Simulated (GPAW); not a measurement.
# Geometry or basis: what sets the conductance of a Li chain with two Cu atoms in line, part 2 of 3

How well does a Li chain with two Cu atoms in line conduct once its atoms have relaxed, and how much do cheaper levels lose?

GPAW 26.7.0; GPAW LCAO, PAW setups; relaxation of the junction within the symmetry of its start, lead ends held (the session's first sound run).

So far, transmission at the Fermi level (one spin): step 3 (GPAW, dzp) 0.644; step 4 (basis szp(dzp)) 0.524. Also open channels of the lead at the Fermi level (one spin): step 3 1; step 4 1.

## (5) Minimal basis

Level of this step: GPAW LCAO, PAW setups; Landauer transmission from Green's functions with principal layers (ASE), zero bias (GPAW).

The minimal basis is the cheapest rung: no second zeta and no polarisation.

run.py

```python
import json
import numpy as np
from ase import Atoms
from ase.transport.calculators import TransportCalculator
from gpaw import GPAW, FermiDirac
from gpaw.lcao.tools import get_lcao_hamiltonian
from scipy.linalg import eigh

# The junction with lead layers at both ends, along the third cell vector
device = Atoms(
    ['Li', 'Li', 'Li', 'Li', 'Li', 'Li', 'Cu', 'Cu', 'Li', 'Li', 'Li', 'Li', 'Li', 'Li'],
    positions=[
        [4.50000, 4.50000, 1.47500],
        [4.50000, 4.50000, 4.42500],
        [4.50000, 4.50000, 7.37500],
        [4.50000, 4.50000, 10.32500],
        [4.50000, 4.50000, 13.27500],
        [4.50000, 4.50000, 16.35369],
        [4.50000, 4.50000, 18.73729],
        [4.50000, 4.50000, 21.09711],
        [4.50000, 4.50000, 23.48071],
        [4.50000, 4.50000, 26.55940],
        [4.50000, 4.50000, 29.50940],
        [4.50000, 4.50000, 32.45940],
        [4.50000, 4.50000, 35.40940],
        [4.50000, 4.50000, 38.35940]],
    cell=[[9.0, 0.0, 0.0], [0.0, 9.0, 0.0], [0.0, 0.0, 39.8344]],
    pbc=True)

# One principal layer of the lead: the first 3 atoms of the device
lead = Atoms(
    ['Li', 'Li', 'Li'],
    positions=[
        [4.50000, 4.50000, 1.47500],
        [4.50000, 4.50000, 4.42500],
        [4.50000, 4.50000, 7.37500]],
    cell=[[9.0, 0.0, 0.0], [0.0, 9.0, 0.0], [0.0, 0.0, 8.85]],
    pbc=True)

settings = dict(mode='lcao', basis='sz(dzp)', xc='PBE', h=0.2,
                occupations=FermiDirac(0.1), maxiter=250,
                mixer=dict(beta=0.1, nmaxold=8, weight=100.0),
                convergence=dict(density=0.0001))
energies = np.arange(-2, 2 + 1e-9, 0.025)
eta = 0.0001
n1, n2 = 1, 1
# k and -k transmit alike, so half of the mesh across the current serves
mesh = [(i, j) for i in range(n1) for j in range(n2) if (i, j) <= (-i % n1, -j % n2)]
weights = np.array([1 if (i, j) == (-i % n1, -j % n2) else 2 for i, j in mesh]) / (n1 * n2)


def ground_state(atoms, size, txt):
    atoms.calc = GPAW(kpts={'size': size, 'gamma': True}, symmetry={'tolerance': 1e-3}, txt=txt, **settings)
    atoms.get_potential_energy()
    return atoms.calc.get_fermi_level()


def blocks(atoms, fermi, points, nz, cells):
    """H - E_F S and S between cell 0 and the cells above it, at each point across the current."""
    kz = np.arange(nz) / nz
    calc = atoms.calc.fixed_density(kpts=[(*k, z) for k in points for z in kz], symmetry='off', txt=None)
    H, S = get_lcao_hamiltonian(calc)
    H = (H - fermi * S).reshape(len(H), len(points), nz, *S.shape[1:])
    S = S.reshape(H.shape[1:])
    phases = [np.exp(-2j * np.pi * kz * R) / nz for R in cells]
    return [(np.einsum('skzij,z->ksij', H, p), np.einsum('kzij,z->kij', S, p)) for p in phases]


def pair(a, b):
    return np.block([[a, b], [b.T.conj(), a]])


def count_channels(h, s, cells, nk=240):
    """Half the number of times that the lead's bands cross each energy, unfolded to its shortest repeat."""
    b = len(h) // cells
    bands = []
    for k in (np.arange(nk + 1) + 0.5) / nk:
        hk, sk = h[:b, :b].copy(), s[:b, :b].copy()
        for R in range(1, cells):
            phase, block = np.exp(2j * np.pi * k * R), slice(R * b, (R + 1) * b)
            hk += h[:b, block] * phase + (h[:b, block] * phase).T.conj()
            sk += s[:b, block] * phase + (s[:b, block] * phase).T.conj()
        w, u = eigh(sk)
        x = u[:, w > 1e-5] / w[w > 1e-5]**0.5  # drop near-dependent combinations
        bands.append(np.r_[eigh(x.T.conj() @ hk @ x, eigvals_only=True), [1e9] * (w <= 1e-5).sum()])
    below = np.array(bands)[:, :, None] < energies
    return (below[1:] != below[:-1]).sum((0, 1)) / 2


fermi_lead = ground_state(lead, (1, 1, 13), 'lead.txt')
fermi_device = ground_state(device, (1, 1, 2), 'device.txt')
T, channels, eigen, tail, misfit, shifts = [], [], [], 0.0, 0.0, []
for first in range(0, len(mesh), 566):
    points = [(i / n1, j / n2) for i, j in mesh[first:first + 566]]
    (H0k, S0k), (H1k, S1k), (H2k, _) = blocks(lead, fermi_lead, points, 5, range(3))
    [(Hk, Sk)] = blocks(device, fermi_device, points, 2, [0])
    tail = max(tail, abs(H2k).max())
    for H0, S0, H1, S1, H, S in zip(H0k, S0k, H1k, S1k, Hk, Sk):
        n = len(S0)
        # Shift the lead onto the potential of the device's first layer
        shift = ((H[:, 0, 0] - H0[:, 0, 0]) / S0[0, 0]).real.mean()
        shifts.append(shift)
        misfit = max(misfit, abs(H[:, :n, :n] - H0 - shift * S0).max())
        Tk, Ck, Ek = [], [], []
        for s in range(len(H)):
            t = s % len(H0)  # a lead without moments serves both spins
            h1, s1 = pair(H0[t] + shift * S0, H1[t] + shift * S1), pair(S0, S1)
            leads = dict(h1=h1, s1=s1, energies=energies, eta=eta, eta1=eta, eta2=eta)
            calc = TransportCalculator(h=H[s], s=S, eigenchannels=3, **leads)
            Tk.append(calc.get_transmission())
            Ek.append(np.sort(calc.eigenchannels_ne, axis=0)[::-1])
            Ck.append(count_channels(h1, s1, 6))
        T.append(Tk)
        channels.append(Ck)
        eigen.append(Ek)
T, channels = np.array(T), np.array(channels)
mean, open_channels = np.einsum('kse,k->se', T, weights), np.einsum('kse,k->se', channels, weights)

print(f'basis functions: device {len(S)}, principal layer {n}')
print(f'Fermi level: lead {fermi_lead:.4f} eV, device {fermi_device:.4f} eV; lead shifted by {np.mean(shifts):.4f} eV')
print(f'largest coupling past the next layer {tail:.2e} eV, largest misfit of the first layer {misfit:.3f} eV')
print('  E-E_F (eV)   ' + 'T (one spin)  channels')
for e, t, c in zip(energies, mean.T, open_channels.T):
    print(f'{e:10.3f}  ', *[f'{x:11.4e}' for x in t], *[f'{x:9.4f}' for x in c])

kT = 8.617333e-5 * 300
fine = np.linspace(energies[0], energies[-1], 4001)
both = np.exp(np.interp(fine, energies, np.log(np.maximum(mean.sum(0) * 2 / len(mean), 1e-30))))
fermi = lambda mu: 1 / (1 + np.exp(np.clip((fine - mu) / kT, -200, 200)))
slope = fermi(0) * (1 - fermi(0)) / kT
G = np.trapezoid(both * slope, fine) / 2
seebeck = -np.trapezoid(both * slope * fine, fine) / (2 * G * 300) * 1e6
print(f'conductance at 300 K: {G:.5g} G0 a cell; thermopower {seebeck:.4g} uV/K')
bias = [0.1, 0.2, 0.5, 1.0, 1.5, 2.0]
current = [38.74 * np.trapezoid(both * (fermi(V / 2) - fermi(-V / 2)), fine) for V in bias]
for V, I in zip(bias, current):
    print(f'current from the zero-bias T(E) at {V} V: {I:.5g} uA')
zero = abs(energies).argmin()
json.dump(dict(energies=energies.tolist(), T=mean.tolist(), channels=open_channels.tolist(), G=G, seebeck=seebeck,
               bias=bias, current=current, tail=tail, misfit=misfit, shift=np.mean(shifts), n_device=len(S), n_lead=n,
               fermi=[fermi_lead, fermi_device], energy=device.get_potential_energy(),
               moments=device.get_magnetic_moments().tolist(), mesh=mesh, weights=weights.tolist(),
               T_k=T[:, :, zero].tolist(), eigen=np.array(eigen[0]).tolist()), open('result.json', 'w'))
```

Command:

```console
$ OMP_NUM_THREADS=1 OPENBLAS_NUM_THREADS=1 python run.py
```

The program printed:

```text
basis functions: device 24, principal layer 3
Fermi level: lead -2.6879 eV, device -2.7322 eV; lead shifted by 0.0026 eV
largest coupling past the next layer 1.25e-08 eV, largest misfit of the first layer 0.004 eV
  E-E_F (eV)   T (one spin)  channels
    -2.000    1.0906e-23    0.0000
    -1.975    9.9131e-24    0.0000
    -1.950    9.0184e-24    0.0000
[...]
1.975    9.3038e-01    1.0000
     2.000    9.3420e-01    1.0000
conductance at 300 K: 0.74027 G0 a cell; thermopower 1.2 uV/K
current from the zero-bias T(E) at 0.1 V: 5.7338 uA
current from the zero-bias T(E) at 0.2 V: 11.457 uA
current from the zero-bias T(E) at 0.5 V: 28.506 uA
current from the zero-bias T(E) at 1.0 V: 55.139 uA
current from the zero-bias T(E) at 1.5 V: 80.631 uA
current from the zero-bias T(E) at 2.0 V: 105.94 uA
```

It took 47 s on 1 thread of Intel Xeon Platinum 8375C at 2.90GHz (Ice Lake), shared host; peak memory 1.1 GiB.

Numbers from this step:

- conductance: 0.7403 G₀
- largest coupling past the next principal layer: 1.25e-8 eV
- largest misfit of the first principal layer: 0.003927 eV
- shift that aligns the lead: 0.002556 eV
- basis functions of the junction: 24
- basis functions of a principal layer: 3
- transmission at the Fermi level (one spin): 0.7409

One spin. Table of transmission, zone mean by energy, zero at the Fermi level:

energy (eV), transmission, zone mean and a bar:
```
   -2.000      0.000 
   -1.900      0.000 
   -1.800      0.000 
   -1.700      0.000 
   -1.600      0.000 
   -1.500      0.000 
   -1.400      0.000 
   -1.300      0.000 
   -1.200      0.000 
   -1.100      0.000 
   -1.000      0.969 ##############################
   -0.900      0.589 ##################
   -0.800      0.589 ##################
   -0.700      0.599 ###################
   -0.600      0.606 ###################
   -0.500      0.617 ###################
   -0.475      0.618 ###################
   -0.400      0.577 ##################
   -0.350      0.963 ##############################
   -0.300      0.768 ########################
   -0.200      0.751 #######################
   -0.100      0.750 #######################
    0.000      0.741 #######################
    0.100      0.726 ######################
    0.200      0.711 ######################
    0.300      0.699 ######################
    0.400      0.695 ######################
    0.500      0.697 ######################
    0.600      0.706 ######################
    0.700      0.720 ######################
    0.800      0.737 #######################
    0.900      0.755 #######################
    1.000      0.773 ########################
    1.100      0.790 ########################
    1.200      0.807 #########################
    1.300      0.824 ##########################
    1.400      0.840 ##########################
    1.500      0.855 ##########################
    1.600      0.871 ###########################
    1.700      0.887 ###########################
    1.800      0.903 ############################
    1.900      0.919 ############################
    2.000      0.934 #############################
```

The conductance, 0.740 G₀, lies 15 % above that of the dzp run.

## (6) RPBE in the dzp basis: xc = "RPBE"

Back in the dzp basis, the functional changes from PBE to RPBE, to set the spread between functionals beside that between bases.

run.py, as its differences from that of step 5:

```diff
@@ -39,3 +39,3 @@
 
-settings = dict(mode='lcao', basis='sz(dzp)', xc='PBE', h=0.2,
+settings = dict(mode='lcao', basis='dzp', xc='RPBE', h=0.2,
                 occupations=FermiDirac(0.1), maxiter=250,
```

The program printed:

```text
basis functions: device 90, principal layer 15
Fermi level: lead -2.7220 eV, device -2.7897 eV; lead shifted by 0.0004 eV
largest coupling past the next layer 1.35e-08 eV, largest misfit of the first layer 0.008 eV
  E-E_F (eV)   T (one spin)  channels
    -2.000    1.9570e-17    0.0000
    -1.975    1.9337e-17    0.0000
    -1.950    1.9104e-17    0.0000
[...]
1.975    1.7987e-01    1.0000
     2.000    1.7343e-01    1.0000
conductance at 300 K: 0.67954 G0 a cell; thermopower 11.08 uV/K
current from the zero-bias T(E) at 0.1 V: 5.2664 uA
current from the zero-bias T(E) at 0.2 V: 10.541 uA
current from the zero-bias T(E) at 0.5 V: 26.544 uA
current from the zero-bias T(E) at 1.0 V: 48.774 uA
current from the zero-bias T(E) at 1.5 V: 66.376 uA
current from the zero-bias T(E) at 2.0 V: 73.031 uA
```

It took 50 s on 1 thread; peak memory 1.1 GiB.

This step gave:

| Property | Result |
| --- | --- |
| conductance | 0.6795 G₀ |
| thermopower | 11.08 μV/K |
| largest coupling past the next principal layer | 1.35e-8 eV |
| largest misfit of the first principal layer | 0.007870 eV |
| shift that aligns the lead | 3.89e-4 eV |
| basis functions of the junction | 90 |
| basis functions of a principal layer | 15 |
| transmission at the Fermi level (one spin) | 0.6792 |

The conductance, 0.680 G₀, lies 5.4 % above that of the dzp run.

## (7) Without the relaxation: geometry = "as built"

The dzp basis with PBE on the structure as first built shows what the relaxation was worth.

run.py, as its differences from that of step 6:

```diff
@@ -17,6 +17,6 @@
         [4.50000, 4.50000, 13.27500],
-        [4.50000, 4.50000, 16.35369],
-        [4.50000, 4.50000, 18.73729],
-        [4.50000, 4.50000, 21.09711],
-        [4.50000, 4.50000, 23.48071],
+        [4.50000, 4.50000, 16.22500],
+        [4.50000, 4.50000, 18.76720],
+        [4.50000, 4.50000, 21.06720],
+        [4.50000, 4.50000, 23.60940],
         [4.50000, 4.50000, 26.55940],
@@ -39,3 +39,3 @@
 
-settings = dict(mode='lcao', basis='dzp', xc='RPBE', h=0.2,
+settings = dict(mode='lcao', basis='dzp', xc='PBE', h=0.2,
                 occupations=FermiDirac(0.1), maxiter=250,
```

The program printed:

```text
basis functions: device 90, principal layer 15
Fermi level: lead -2.7382 eV, device -2.8264 eV; lead shifted by 0.0009 eV
largest coupling past the next layer 1.28e-08 eV, largest misfit of the first layer 0.005 eV
  E-E_F (eV)   T (one spin)  channels
    -2.000    2.2640e-17    0.0000
    -1.975    2.2379e-17    0.0000
    -1.950    2.2117e-17    0.0000
[...]
1.975    1.8918e-01    1.0000
     2.000    1.8136e-01    1.0000
conductance at 300 K: 0.76858 G0 a cell; thermopower 9.646 uV/K
current from the zero-bias T(E) at 0.1 V: 5.9532 uA
current from the zero-bias T(E) at 0.2 V: 11.896 uA
current from the zero-bias T(E) at 0.5 V: 29.582 uA
current from the zero-bias T(E) at 1.0 V: 53.745 uA
current from the zero-bias T(E) at 1.5 V: 72.062 uA
current from the zero-bias T(E) at 2.0 V: 79.044 uA
```

The job ended after 52 s (1 thread; peak memory 1.1 GiB).

Numbers from this step:

| Quantity | Value |
| --- | --- |
| conductance | 0.7686 G₀ |
| thermopower | 9.646 μV/K |
| largest coupling past the next principal layer | 1.28e-8 eV |
| largest misfit of the first principal layer | 0.005047 eV |
| shift that aligns the lead | 9.19e-4 eV |
| transmission at the Fermi level (one spin) | 0.7693 |

One spin. Transmission, zone mean against energy, zero at the Fermi level:

```csv
energy (eV),"transmission, zone mean"
-2.000,0
-1.900,0
-1.800,0
-1.700,0
-1.600,0
-1.500,0
-1.400,0
-1.300,0
-1.200,0
-1.100,0
-1.000,0
-0.900,0
-0.800,1.8e-10
-0.700,0.202
-0.600,0.735
-0.500,0.995
-0.400,0.0495
-0.300,0.996
-0.200,0.948
-0.100,0.867
0.000,0.769
0.100,0.666
0.200,0.574
0.300,0.504
0.400,0.454
0.500,0.421
0.600,0.398
0.700,0.378
0.800,0.361
0.900,0.346
1.000,0.332
1.100,0.319
1.200,0.308
1.300,0.296
1.400,0.286
1.500,0.274
1.600,0.262
1.700,0.248
1.800,0.231
1.900,0.210
2.000,0.181
```

The conductance, 0.769 G₀, lies 19 % above that of the dzp run.

## (8) The ladder

Times are for 1 thread of Intel Xeon Platinum 8375C at 2.90GHz (Ice Lake), shared host. Results by setting:

```csv
no.,run,conductance (G₀),time,memory (GiB)
1,dzp,0.6445,46 s,1.1
2,szp,0.5248,55 s,1.1
3,sz,0.7403,47 s,1.1
4,dzp RPBE,0.6795,50 s,1.1
5,asbuilt,0.7686,52 s,1.1
```

## (9) Comparison

The curves are compared point by point over the common energies.

This step: comparison of transmission and cost over codes, levels and geometry (GPAW 26.7.0).

Ladder, by row:

```csv
step,code,T at the Fermi level (sum over the listed spins),conductance (G0),r.m.s. T(E) from the first,wall time (s),peak memory (GiB),threads
dzp,GPAW,0.644,0.6445,0,46.3,1.14,1
szp,GPAW,0.5238,0.5248,0.1169,55.39,1.11,1
sz,GPAW,0.7409,0.7403,0.4015,47.43,1.07,1
dzp-RPBE,GPAW,0.6792,0.6795,0.01519,50.26,1.14,1
asbuilt,GPAW,0.7693,0.7686,0.1098,51.96,1.14,1
```

Transmission, zone mean, sum over the listed spins against energy, zero at the Fermi level:

```csv
energy (eV),dzp,szp,sz,dzp-RPBE,asbuilt
-2.0000,0,0,0,0,0
-1.7500,0,0,0,0,0
-1.5000,0,0,0,0,0
-1.2500,0,0,0,0,0
-1.0000,0,0,0.969,0,0
-0.7500,0.0327,0.0155,0.595,0.0456,0.0423
-0.5750,0.946,0.992,0.613,0.934,0.844
-0.5500,0.994,0.958,0.612,0.992,0.925
-0.5000,0.784,0.819,0.617,0.816,0.995
-0.3500,0.995,0.992,0.963,0.989,0.931
-0.3250,0.984,0.910,0.803,0.994,0.986
-0.2500,0.899,0.751,0.753,0.933,0.979
0.0000,0.644,0.524,0.741,0.679,0.769
0.2500,0.443,0.374,0.704,0.465,0.536
0.5000,0.367,0.341,0.697,0.382,0.421
0.7500,0.340,0.356,0.728,0.349,0.369
1.0000,0.310,0.374,0.773,0.315,0.332
1.2500,0.281,0.388,0.816,0.284,0.302
1.5000,0.253,0.387,0.855,0.256,0.274
1.7500,0.219,0.353,0.895,0.223,0.240
2.0000,0.164,0.260,0.934,0.173,0.181
```

(Continued in part 3 of 3.)

[Logs are printed without paths, hosts, clocks, repeated set-up lines and the standing remarks that a program may print on its own settings, such as how far it seeks lower states.]

[Hosts, paths, dates, database ids (printed as entryN), source tags and the programs' standing remarks are cut or masked in the printed files.]
